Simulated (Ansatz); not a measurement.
## A hypothetical structure for CaIn2Si2

This structure for CaIn2Si2 is made up. Its elements were placed in a known structure type with a cell scaled to their sizes. What cell does the guess relax to, and how far off was it?

Main program and level: Ansatz 0.2.0; DFT, r2SCAN, plane-wave PAW, files of the set soft_1, scalar-relativistic, no spin, cell and ions relaxed at zero pressure; PAW set soft_1, in the first sound run; inputs show where later runs differ.

### 1. Set-up

Symmetry: I4/mmm, No. 139, tetragonal system. Conventional cell: a = 4.335 Å, b = 4.335 Å, c = 10.946 Å, α = 90.00°, β = 90.00°, γ = 90.00°. Nearest to In lie 4 Si at 2.51 Å and 4 In at 3.07 Å and 4 Ca at 3.49 Å. Nearest to Ca lie 8 Si at 3.40 Å and 8 In at 3.49 Å. Nearest to Si lie 4 In at 2.51 Å and 1 Si at 2.93 Å and 4 Ca at 3.40 Å. Farther neighbours are not listed.

### 2. Relaxation of the guess

The guessed cell has no reason to be at equilibrium. It is relaxed with the atoms, within the space group of the guess.

The input, input.yaml:

```yaml
crystal:
  lattice:
    - [-2.1675, 2.1675, 5.473]
    - [2.1675, -2.1675, 5.473]
    - [2.1675, 2.1675, -5.473]
  atoms:
    - { symbol: In, position: [0.25, 0.75, 0.5] }
    - { symbol: In, position: [0.75, 0.25, 0.5] }
    - { symbol: Ca, position: [0.0, 0.0, 0.0] }
    - { symbol: Si, position: [0.3663, 0.3663, 0.0] }
    - { symbol: Si, position: [0.6337, 0.6337, 0.0] }
kpoints:
  mp_grid: { grid: [9, 9, 9] }
scf:
  occupations: { method: fermi_dirac, width: 0.05 }
hamiltonian:
  xc: r2scan
  pseudopotentials: { kind: paw, azcp: { folder: soft_1 } }
relax:
  f_tol: 0.015
  max_steps: 70
  cell: {}
output:
  forces: true
  stress: true
```

The run is started by

```
$ ansatz run input.yaml --threads 4 --pin off --max-ram 8192MiB --backend cpu --events-out ev --progress --plain --runs-dir out
```

Numbers of over 12 decimals in the logs are rounded to 6 here.

Output:

```text
basis.fft_grid_basis auto: the FFT boxes are laid along the combinations [[1, 0, 1], [0, 1, 1], [0, 0, 1]] of the cell's own vectors, 4.335, 4.335 and 6.273 Å long. The dense box has 32×32×48 points. Along the cell's own vectors, as sized, it would have 48×48×48, 2.25 times as many. Of the 16 symmetry operations that the crystal satisfies within crystal.symmetry.tolerance (time reversal apart; of a slab, those that k [...]
Engine: ansatz 0.2.0, aarch64-unknown-linux-gnu
Pseudopotentials: kind: paw
Pseudopotential: In, paw, valence charge 13, recommended cutoff 500 eV (meta_gga), soft_1/In.paw.azcp
Pseudopotential: Ca, paw, valence charge 10, recommended cutoff 500 eV (meta_gga), soft_1/Ca.paw.azcp
Pseudopotential: Si, paw, valence charge 4, recommended cutoff 500 eV (meta_gga), soft_1/Si.paw.azcp
Functional definition: r2SCAN
  parameter k0 = 0.174
  parameter k1 = 0.065
  parameter a1 = 4.9479
  exchange = r2scan_x(k0 = k0, k1 = k1, a1 = a1)
  correlation = r2scan_c
Crystal: 5 atoms, lattice volume = 102.850 Å³
Basis set: ecut = 500 eV, 2619 PW (Γ), FFT grids on a1+a3, a2+a3, a3, exchange–correlation on 128×128×192 points (64 copies of the dense FFT grid, shifted against one another)
Bands: 27, of which v1, the nominal top of the filled ones, is band 22 counted from 1 (21 counted from 0)
Symmetry: 16 space group operations
Space group: I4/mmm (ITA 139), of the structure as read, at distance tolerance 4.7e-5 Å
k-points: 75 of 729
Non-local potential: In, projectors of the file, l = 0: 2, l = 1: 2, l = 2: 2, l = 3: 1
Non-local potential: Ca, projectors of the file, l = 0: 3, l = 1: 2, l = 2: 2
Non-local potential: Si, projectors of the file, l = 0: 2, l = 1: 2, l = 2: 1
PAW form: soft (Blöchl's): semilocal exchange-correlation on the pseudo side does not see the compensation charge
PAW frozen core: In, regenerated for the run's functional (the file was generated under x = pbe(κ = 0.804, μ = 0.219515), c = pbe(β = 0.066725))
PAW frozen core: Ca, regenerated for the run's functional (the file was generated under x = pbe(κ = 0.804, μ = 0.219515), c = pbe(β = 0.066725))
PAW frozen core: Si, regenerated for the run's functional (the file was generated under x = pbe(κ = 0.804, μ = 0.219515), c = pbe(β = 0.066725))
PAW one-centre angular grid: In, 590 points (default); XC on 160 Gauss nodes
PAW one-centre angular grid: Ca, 302 points (default); XC on 160 Gauss nodes
PAW one-centre angular grid: Si, 302 points (default); XC on 160 Gauss nodes
Initial density: superposition of atomic densities (chi_scale 0.1, normalization cell, long waves kept (reshape's long-wave potential 0.01 eV rms))
Initial wavefunctions: pseudopotential atomic-orbital guess
Functional: x = r2scan, c = r2scan; τ floored in thin density (d = 2e-4 eV/Å³)
SCF iter   1: F=—  HF=-14322.287657 eV  |F-HF|=—  |Δ(HF+E_count)|=         —  Δρ=3.62e-2  dr2=2.43e0  dr2_τ=5.59e-2  ethr=3.10e-3  ⟨swp⟩=9.3  Hψ=11465  notcnv=0
preconditioner: auto → Kerker (q_TF=auto, 2.368 Å⁻¹)  [metal: Δε(μ)=0.021 eV  Ē_g=11.959 eV  σ=0.050 eV  W_gap=0.11  n_scr=32 (ndim 8)  ℏωp=22.0 eV  f_vac=0.000  D(μ)=1.56/eV (n_scr^D=10)]
SCF iter   2: F=—  HF=-14322.089515 eV  |F-HF|=—  |Δ(HF+E_count)|=   1.98e-1  Δρ=2.15e-2  dr2=6.57e-1  dr2_τ=1.05e-2  ethr=3.10e-3  ⟨swp⟩=3.5  Hψ=4642  notcnv=0  defer=3
SCF iter   3: F=—  HF=-14322.054832 eV  |F-HF|=—  |Δ(HF+E_count)|=   3.47e-2  Δρ=5.96e-3  dr2=4.15e-2  dr2_τ=1.03e-3  ethr=1.49e-3  ⟨swp⟩=3.7  Hψ=3717  notcnv=0  defer=3
SCF iter   4: F=—  HF=-14322.062993 eV  |F-HF|=—  |Δ(HF+E_count)|=   8.16e-3  Δρ=1.01e-3  dr2=1.02e-3  dr2_τ=2.25e-5  ethr=9.44e-5  ⟨swp⟩=3.2  Hψ=3673  notcnv=0  defer=3
SCF iter   5: F=—  HF=-14322.064110 eV  |F-HF|=—  |Δ(HF+E_count)|=   1.12e-3  Δρ=2.77e-4  dr2=1.27e-4  dr2_τ=1.33e-6  ethr=2.32e-6  ⟨swp⟩=2.5  Hψ=3286  notcnv=0  defer=3
SCF iter   6: F=—  HF=-14322.064204 eV  |F-HF|=—  |Δ(HF+E_count)|=   9.40e-5  Δρ=6.79e-5  dr2=8.31e-6  dr2_τ=2.37e-7  ethr=2.89e-7  ⟨swp⟩=2.0  Hψ=2646  notcnv=0  defer=3
SCF iter   7: F=—  HF=-14322.064212 eV  |F-HF|=—  |Δ(HF+E_count)|=   7.93e-6  Δρ=2.11e-5  dr2=7.08e-7  dr2_τ=3.92e-8  ethr=1.89e-8  ⟨swp⟩=2.0  Hψ=3331  notcnv=0  defer=3
SCF iter   8: F=-14322.064212 eV  HF=-14322.064212 eV  |F-HF|=7.13e-9  |Δ(HF+E_count)|=   2.29e-7  Δρ=4.44e-6  dr2=2.70e-8  dr2_τ=1.14e-9  ethr=2.27e-10  ⟨swp⟩=5.0  Hψ=7718  notcnv=0
SCF 1 converged in 8 iterations: F = -14322.064212 eV  dr2 = 2.70e-8
  greatest PAW one-centre occupation: 0.995 electrons in one spin orbital (limit 2), on the Ca atom at site 2 (counted from 0), in its partial waves of l = 0
relax step   1: F+E_penalty+E_count = -14322.06421182 eV  Δ(F+E_penalty+E_count) = +0.000e0 eV  max|allowed force component| = 3.141e0 eV/Å  Δτ_max = 0.0000 Å  P = +16.893 GPa  Ω = 102.850 Å³  (8 SCF iters, dr2 threshold 1.00e-7 eV, accepted)
Crystal: 5 atoms, lattice volume = 113.798 Å³
Basis set: ecut = 500 eV, 2889 PW (Γ), FFT grids on a1+a3, a2+a3, a3, exchange–correlation on 128×128×192 points (64 copies of the dense FFT grid, shifted against one another)
Initial density: handed on by an earlier stage of this run
Initial wavefunctions: those handed on with the density
iter 1 solved again at ethr=2.37e-4 eV; its pass at ethr=3.10e-3 eV (dr2=1.04e-1 eV) is discarded
SCF iter   1: F=—  HF=-14322.999750 eV  |F-HF|=—  |Δ(HF+E_count)|=         —  Δρ=7.17e-3  dr2=1.04e-1  dr2_τ=1.92e-1  ethr=2.37e-4  ⟨swp⟩=1.1  Hψ=13808  notcnv=0
preconditioner: auto → Kerker (q_TF=auto, 2.329 Å⁻¹)  [metal: Δε(μ)=0.039 eV  Ē_g=12.775 eV  σ=0.050 eV  W_gap=0.19  n_scr=32 (ndim 8)  ℏωp=20.9 eV  f_vac=0.000  D(μ)=2.20/eV (n_scr^D=10)]
SCF iter   2: F=—  HF=-14323.527259 eV  |F-HF|=—  |Δ(HF+E_count)|=   5.28e-1  Δρ=5.03e-3  dr2=3.96e-2  dr2_τ=5.04e-4  ethr=2.36e-4  ⟨swp⟩=3.1  Hψ=4373  notcnv=0
SCF iter   3: F=—  HF=-14323.522854 eV  |F-HF|=—  |Δ(HF+E_count)|=   4.41e-3  Δρ=2.17e-3  dr2=7.00e-3  dr2_τ=8.74e-5  ethr=9.01e-5  ⟨swp⟩=2.0  Hψ=3032  notcnv=0
SCF iter   4: F=—  HF=-14323.524197 eV  |F-HF|=—  |Δ(HF+E_count)|=   1.34e-3  Δρ=5.00e-4  dr2=4.37e-4  dr2_τ=7.64e-6  ethr=1.59e-5  ⟨swp⟩=2.0  Hψ=2713  notcnv=0
SCF iter   5: F=—  HF=-14323.524369 eV  |F-HF|=—  |Δ(HF+E_count)|=   1.71e-4  Δρ=2.55e-4  dr2=2.05e-4  dr2_τ=1.29e-6  ethr=9.93e-7  ⟨swp⟩=2.0  Hψ=3358  notcnv=0
SCF iter   6: F=—  HF=-14323.524358 eV  |F-HF|=—  |Δ(HF+E_count)|=   1.04e-5  Δρ=1.60e-4  dr2=7.44e-5  dr2_τ=3.18e-7  ethr=4.66e-7  ⟨swp⟩=1.9  Hψ=2155  notcnv=0
SCF iter   7: F=—  HF=-14323.524349 eV  |F-HF|=—  |Δ(HF+E_count)|=   9.14e-6  Δρ=6.47e-5  dr2=1.40e-5  dr2_τ=6.85e-8  ethr=1.69e-7  ⟨swp⟩=2.0  Hψ=2357  notcnv=0
[...]
relax step   7: F+E_penalty+E_count = -14323.69518263 eV  Δ(F+E_penalty+E_count) = -1.343e-4 eV  max|allowed force component| = 1.393e-2 eV/Å  Δτ_max = 0.0015 Å  P = -0.021 GPa  Ω = 118.560 Å³  energy of the carried Pulay correction = -1.352e-3 eV  (6 SCF iters, dr2 threshold 1.31e-8 eV, accepted)
relax step   8: F+E_penalty+E_count = -14323.69584863 eV  Δ(F+E_penalty+E_count) = -6.660e-4 eV  max|allowed force component| = 2.104e-2 eV/Å  Δτ_max = 0.0055 Å  P = -0.064 GPa  Ω = 118.692 Å³  energy of the carried Pulay correction = -1.363e-3 eV  (6 SCF iters, dr2 threshold 2.82e-8 eV, accepted)
relax step   9: F+E_penalty+E_count = -14323.69940991 eV  Δ(F+E_penalty+E_count) = -3.561e-3 eV  max|allowed force component| = 2.652e-2 eV/Å  Δτ_max = 0.0157 Å  P = -0.089 GPa  Ω = 118.858 Å³  energy of the carried Pulay correction = -1.376e-3 eV  (6 SCF iters, dr2 threshold 1.11e-7 eV, accepted)
relax step  10: F+E_penalty+E_count = -14323.71633414 eV  Δ(F+E_penalty+E_count) = -1.692e-2 eV  max|allowed force component| = 2.579e-2 eV/Å  Δτ_max = 0.0291 Å  P = -0.052 GPa  Ω = 118.843 Å³  energy of the carried Pulay correction = -1.375e-3 eV  (6 SCF iters, dr2 threshold 5.00e-7 eV, accepted)
relax step  11: F+E_penalty+E_count = -14323.76234306 eV  Δ(F+E_penalty+E_count) = -4.601e-2 eV  max|allowed force component| = 9.378e-2 eV/Å  Δτ_max = 0.0335 Å  P = -0.584 GPa  Ω = 119.726 Å³  energy of the carried Pulay correction = -1.445e-3 eV  (7 SCF iters, dr2 threshold 5.00e-7 eV, accepted)
relax step  12: F+E_penalty+E_count = -14323.79816742 eV  Δ(F+E_penalty+E_count) = -3.582e-2 eV  max|allowed force component| = 1.112e-1 eV/Å  Δτ_max = 0.0223 Å  P = -0.501 GPa  Ω = 119.222 Å³  energy of the carried Pulay correction = -1.405e-3 eV  (6 SCF iters, dr2 threshold 5.00e-7 eV, accepted)
relax step  13: F+E_penalty+E_count = -14323.84250227 eV  Δ(F+E_penalty+E_count) = -4.433e-2 eV  max|allowed force component| = 3.670e-2 eV/Å  Δτ_max = 0.0562 Å  P = +0.313 GPa  Ω = 117.026 Å³  energy of the carried Pulay correction = -1.228e-3 eV  (6 SCF iters, dr2 threshold 5.00e-7 eV, accepted)
relax step  14: F+E_penalty+E_count = -14323.62436339 eV  Δ(F+E_penalty+E_count) = +2.181e-1 eV  max|allowed force component| = 1.109e0 eV/Å  Δτ_max = 0.0481 Å  P = -3.492 GPa  Ω = 127.885 Å³  energy of the carried Pulay correction = -2.068e-3 eV  (7 SCF iters, dr2 threshold 5.00e-7 eV, rejected (line search))
relax step  15: F+E_penalty+E_count = -14323.84382970 eV  Δ(F+E_penalty+E_count) = -1.327e-3 eV  max|allowed force component| = 2.376e-2 eV/Å  Δτ_max = 0.0009 Å  P = +0.001 GPa  Ω = 117.649 Å³  energy of the carried Pulay correction = -1.279e-3 eV  (10 SCF iters, accepted)
relax step  16: F+E_penalty+E_count = -14323.84389437 eV  Δ(F+E_penalty+E_count) = -6.467e-5 eV  max|allowed force component| = 8.772e-4 eV/Å  Δτ_max = 0.0026 Å  P = -0.001 GPa  Ω = 117.661 Å³  energy of the carried Pulay correction = -1.280e-3 eV  (5 SCF iters, dr2 threshold 3.53e-8 eV, accepted)
Basis set: ecut = 500 eV, 2969 PW (Γ), FFT grids on a1+a3, a2+a3, a3, exchange–correlation on 160×160×180 points (64 copies of the dense FFT grid, shifted against one another)
Initial wavefunctions: pseudopotential atomic-orbital guess (no wavefunctions were taken with the density)
iter 1 solved again at ethr=1.60e-7 eV; its pass at ethr=3.10e-3 eV (dr2=7.06e-5 eV) is discarded
SCF iter   1: F=—  HF=-14323.839972 eV  |F-HF|=—  |Δ(HF+E_count)|=         —  Δρ=7.88e-4  dr2=2.25e-5  dr2_τ=3.47e-5  ethr=1.60e-7  ⟨swp⟩=3.1  Hψ=16864  notcnv=0
SCF iter   2: F=—  HF=-14323.844576 eV  |F-HF|=—  |Δ(HF+E_count)|=   4.60e-3  Δρ=3.99e-4  dr2=5.41e-6  dr2_τ=5.15e-5  ethr=5.11e-8  ⟨swp⟩=2.0  Hψ=3407  notcnv=0
SCF iter   3: F=—  HF=-14323.846381 eV  |F-HF|=—  |Δ(HF+E_count)|=   1.80e-3  Δρ=4.00e-5  dr2=2.35e-7  dr2_τ=4.47e-7  ethr=1.23e-8  ⟨swp⟩=2.0  Hψ=3723  notcnv=0
SCF iter   4: F=—  HF=-14323.846441 eV  |F-HF|=—  |Δ(HF+E_count)|=   6.00e-5  Δρ=5.06e-6  dr2=3.83e-8  dr2_τ=1.61e-9  ethr=5.35e-10  ⟨swp⟩=2.0  Hψ=3647  notcnv=0
SCF iter   5: F=—  HF=-14323.846441 eV  |F-HF|=—  |Δ(HF+E_count)|=   8.01e-8  Δρ=1.20e-6  dr2=2.97e-9  dr2_τ=1.03e-10  ethr=8.72e-11  ⟨swp⟩=2.0  Hψ=3305  notcnv=0
SCF iter   6: F=—  HF=-14323.846441 eV  |F-HF|=—  |Δ(HF+E_count)|=   3.17e-9  Δρ=3.40e-7  dr2=2.12e-10  dr2_τ=5.33e-12  ethr=6.74e-12  ⟨swp⟩=2.0  Hψ=3043  notcnv=0
SCF iter   7: F=-14323.846441 eV  HF=-14323.846441 eV  |F-HF|=3.64e-12  |Δ(HF+E_count)|=  1.53e-10  Δρ=8.33e-8  dr2=1.09e-11  dr2_τ=3.40e-13  ethr=1.00e-12  ⟨swp⟩=4.9  Hψ=7466  notcnv=0
SCF 17 converged in 7 iterations: F = -14323.846441 eV  dr2 = 1.09e-11
relax step  17: F+E_penalty+E_count = -14323.84644111 eV  Δ(F+E_penalty+E_count) = -2.547e-3 eV  max|allowed force component| = 1.004e-3 eV/Å  Δτ_max = 0.0000 Å  P = +0.003 GPa  Ω = 117.661 Å³  stress off target by 4.68e-3 GPa  SCF on the basis re-selected at this cell (its energy is not comparable with the rows above)  (7 SCF iters)
basis re-selected at this cell: Δ(F+E_penalty+E_count) = -2.547e-3 eV, ΔP = +0.004 GPa vs the last step (what re-selecting the basis moved, of the pressure what is left beyond the Pulay correction that the steps carried, after the strain that the cell walked since its last selection, with what the two solves' SCF thresholds leave and, on support functions, any second-order correction that the steps lacked; it is no measure of the basis error at this ecutwfc). The dense FFT grid was sized anew with the basis: this SCF ran on 40×40×45 points, the steps before it on 32×32×48, so part of this shift can come from that change (see relax.cell in the input reference). [rest of the remark cut]
SCF converged after 7 iterations
Free energy (F): -14323.846441 eV
Harris-Foulkes:  -14323.846441 eV  (|F-HF|=3.64e-12)
Internal energy: -14323.832652 eV  (E = F + TS)
E sigma→0 (E₀):  -14323.839547 eV
Entropy (-TS):   -0.013789 eV (-2.758 meV/atom)
Fermi energy:    9.256784 eV
--- Per-component energies (eV) ---
  E_band       = -210.598387
  E_kinetic    = 769.821498
  E_local      = -3155.329304  (includes V_loc(G=0)·N_el)
  E_nonlocal   = 786.227350
  E_hartree    = 1237.801288
  E_xc         = -496.017775
  E_vxc        = -471.874210  (∫ρ·V_xc dr)
  E_paw        = -10375.848356  (= ΣΔE_a)
  E_vpaw       = -643.548010  (= ΣTr[D̂ρ^β])
  E_aug_tail   = -0.000179  (compensation charges beyond the density's cutoff)
  E_vtau       = 28.501923  (kinetic-family band-sum trace: ∫τ·v_τ [+ j·A + Jᵃ·Aᵃ] dr)
  E_ewald      = -3092.044742
  E_core_change = 1.557568  (= ΣΔE_core)
  E_smearing   = -0.013789  (= −TS)
  E_closure    = 0.000000  (closes the sum)
  Σ components = -14323.846441   (vs F -14323.846441, Δ=0.00e0)
--- Forces (eV/Å), atoms counted from 1 ---
  atom   1  In    -0.00000000     0.00000000     0.00000000
  atom   2  In     0.00000000    -0.00000000    -0.00000000
  atom   3  Ca     0.00000000     0.00000000     0.00000000
  atom   4  Si     0.00000000    -0.00000000    -0.00100403
  atom   5  Si    -0.00000000    -0.00000000     0.00100403
  max |Σ_I F_I| component: 3.86e-17 eV/Å
--- Stress (GPa, compression-positive) ---
        0.001754       0.000000       0.000000
        0.000000       0.001754      -0.000000
        0.000000      -0.000000       0.004676
  P = ⅓ Tr σ = 0.0027 GPa (0.027 kbar)
--- Relaxed structure (16 steps of the walk, 15 accepted, 1 SCFs on fresh bases) ---
  F+E_penalty+E_count = -14323.84644111 eV   max|allowed force component| = 1.004e-3 eV/Å   (the final SCF, on the basis selected at the relaxed cell)
  cell:  # Å, volume = 117.6612 Å³
    - [-2.477992, 2.477992, 4.790419]
    - [2.477992, -2.477992, 4.790419]
    - [2.477992, 2.477992, -4.790419]
  atoms:
    - { symbol: In, position: [0.250000, 0.750000, 0.500000] }
    - { symbol: In, position: [0.750000, 0.250000, 0.500000] }
    - { symbol: Ca, position: [0, 0, 0] }
    - { symbol: Si, position: [0.376709, 0.376709, 0] }
    - { symbol: Si, position: [0.623291, 0.623291, 0] }
```

Elapsed: 1.7 min, on 4 threads of Arm Neoverse V1, shared host; peak memory 0.87 GiB.

Relaxation path:

```csv
step,energy less that of the first step (eV),largest force component (eV/Å),pressure (GPa),volume (Å³)
1,0.0000,3.1408,16.89,102.85
2,-1.4601,1.0464,3.04,113.80
3,-1.5618,0.7579,2.59,113.71
4,-1.6193,0.2741,0.81,116.78
5,-1.6287,0.1022,0.39,117.64
6,-1.6308,0.0092,0.00,118.51
7,-1.6310,0.0139,-0.02,118.56
8,-1.6316,0.0210,-0.06,118.69
9,-1.6352,0.0265,-0.09,118.86
10,-1.6521,0.0258,-0.05,118.84
11,-1.6981,0.0938,-0.58,119.73
12,-1.7340,0.1112,-0.50,119.22
13,-1.7783,0.0367,0.31,117.03
14,-1.5602,1.1094,-3.49,127.88
15,-1.7796,0.0238,0.00,117.65
16,-1.7797,0.0009,0.00,117.66
17*,-1.7822,0.0010,0.00,117.66
```

Relaxation steps marked * repeat the geometry before them on a plane-wave basis chosen anew for their cell, so energy and pressure can jump there. Relaxation step 14 was tried and not accepted.

The run keeps the 16 symmetry operations that it works with, so distortions that break them were not tested.

```csv
cell as run,before,after,change
a (Å),6.273,5.935,-5.4 %
b (Å),6.273,5.935,-5.4 %
c (Å),6.273,5.935,-5.4 %
α (°),139.57,130.65,-6.4 %
β (°),139.57,130.65,-6.4 %
γ (°),58.50,72.37,+23.7 %
volume (Å³/atom),20.57,23.53,+14.4 %
```

The atoms that moved most (Å, as changes of fractional coordinates times the final cell):

```
atom     dx     dy      dz  length
 Si4  0.000  0.000   0.100   0.100
 Si5  0.000  0.000  -0.100   0.100
```

Numbers from this step:

```yaml
free_energy: -14323.8464 eV
energy_at_zero_smearing: -14323.8395 eV
smearing_term_ts: 0.01379 eV
fermi_energy: 9.257 eV
electrons: 44
symmetry_operations: 16
pressure: 0.002728 GPa
```

Shortest distances by pair of elements, guess and relaxed (not always the same contact):

| pair | guess (Å) | relaxed (Å) |
| --- | --- | --- |
| Si–Si | 2.927 | 2.362 |
| In–Si | 2.514 | 2.759 |
| Ca–In | 3.491 | 3.446 |
| In–In | 3.065 | 3.504 |
| Ca–Si | 3.397 | 3.609 |

The relaxation ends with a largest force component of 0.0010 eV/Å and a pressure of 0.00 GPa.

(Part 1 of 2 ends here.)

[Logs are printed without paths, hosts, clocks, repeated set-up lines and the standing remarks that a program may print on its own settings, such as how far it seeks lower states.]

[Hosts, paths, dates, database ids (printed as entryN), source tags and the programs' standing remarks are cut or masked in the printed files.]
